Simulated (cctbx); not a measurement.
# Interatomic vectors of DyCo2SiB

Space group Cmcm (no. 63), a = 3.7070 Å, b = 10.6180 Å, c = 6.7270 Å, α = 90.00°, β = 90.00°, γ = 90.00°, content Dy4 Co8 Si4 B4.

The data are simulated with cctbx, not measured: Ag Kα, λ = 0.56087 Å, to d = 0.65 Å, 95 % of the full sphere, strongest reflection 20000 counts, noise from counting, a 6 % proportional error and a noise floor of 8 counts (s.d.); no absorption.

Patterson synthesis from sharpened amplitudes, origin scaled to 1000:

```text
Patterson group C m m m
      u       v       w   height  length (A)
  0.000   0.000   0.000   1000.0     0.00
  0.000   0.099   0.500    404.7     3.52
  0.000   0.388   0.306    250.5     4.60
  0.000   0.288   0.196    239.1     3.33
  0.000   0.183   0.500    116.7     3.88
  0.000   0.278   0.000     99.9     2.95
  0.000   0.323   0.500     80.3     4.81
  0.000   0.000   0.384     61.4     2.58
  0.000   0.432   0.179     48.1     4.74
  0.085   0.073   0.062     38.4     0.94
  0.227   0.040   0.000     33.3     0.94
  0.200   0.000   0.086     32.7     0.94
  0.250   0.000   0.000     32.6     0.93
  0.125   0.028   0.111     30.1     0.93
```

Q: Assign the vectors.

A peak at u stands for all pairs with xi − xj = u, with weight Σ ZiZj against Σ Z² = 24140 at the origin. Peak heights follow these weights only roughly, since form factors, motion and series ripples differ, all vectors within 0.55 Å of a peak are counted as merged into it though the farther ones add only part of their weight, and F(000) is left out, which lowers the whole map:

| u | v | w | shortest length (Å) | height | 1000 ΣZiZj/ΣZ² | pairs in the cell |
| --- | --- | --- | --- | --- | --- | --- |
| 0.000 | 0.099 | 0.500 | 3.52 | 405 | 361 | 2 × Dy–Dy |
| 0.000 | 0.388 | 0.306 | 3.01 | 250 | 295 | 4 × Dy–Co |
| 0.000 | 0.288 | 0.196 | 3.20 | 239 | 307 | 4 × Dy–Co, 4 × Si–B |
| 0.000 | 0.183 | 0.500 | 3.88 | 117 | 198 | 4 × Dy–Si, 8 × Co–B |
| 0.000 | 0.278 | 0.000 | 2.95 | 100 | 153 | 4 × Dy–Si |
| 0.000 | 0.323 | 0.500 | 4.28 | 80 | 121 | 4 × Co–Co |
| 0.000 | 0.000 | 0.384 | 2.58 | 61 | 121 | 4 × Co–Co |
| 0.000 | 0.432 | 0.179 | 2.33 | 48 | 117 | 4 × Co–Si, 4 × Dy–B |

The table stops at ten peaks or at a height of 45, below which ripples compete. In the model behind the data Dy, the heaviest element, has 1 independent site: (1/2, 0.4508, 1/4), up to an allowed shift of origin; the Dy–Dy vectors are differences of these positions and their symmetry mates. The whole model:

```
atom  mult.    x       y       z  Ueq (Å²)
 Dy1      4  1/2  0.4508     1/4    0.0136
 Co1      8  1/2  0.1636  0.4446    0.0175
 Si1      4  1/2  0.2712     3/4    0.0230
  B1      4  1/2       0     1/2    0.0313
```

This is a model crystal, built by substitution and not relaxed, with assumed displacement parameters.

[Logs are printed without paths, hosts, clocks, repeated set-up lines and the standing remarks that a program may print on its own settings, such as how far it seeks lower states.]
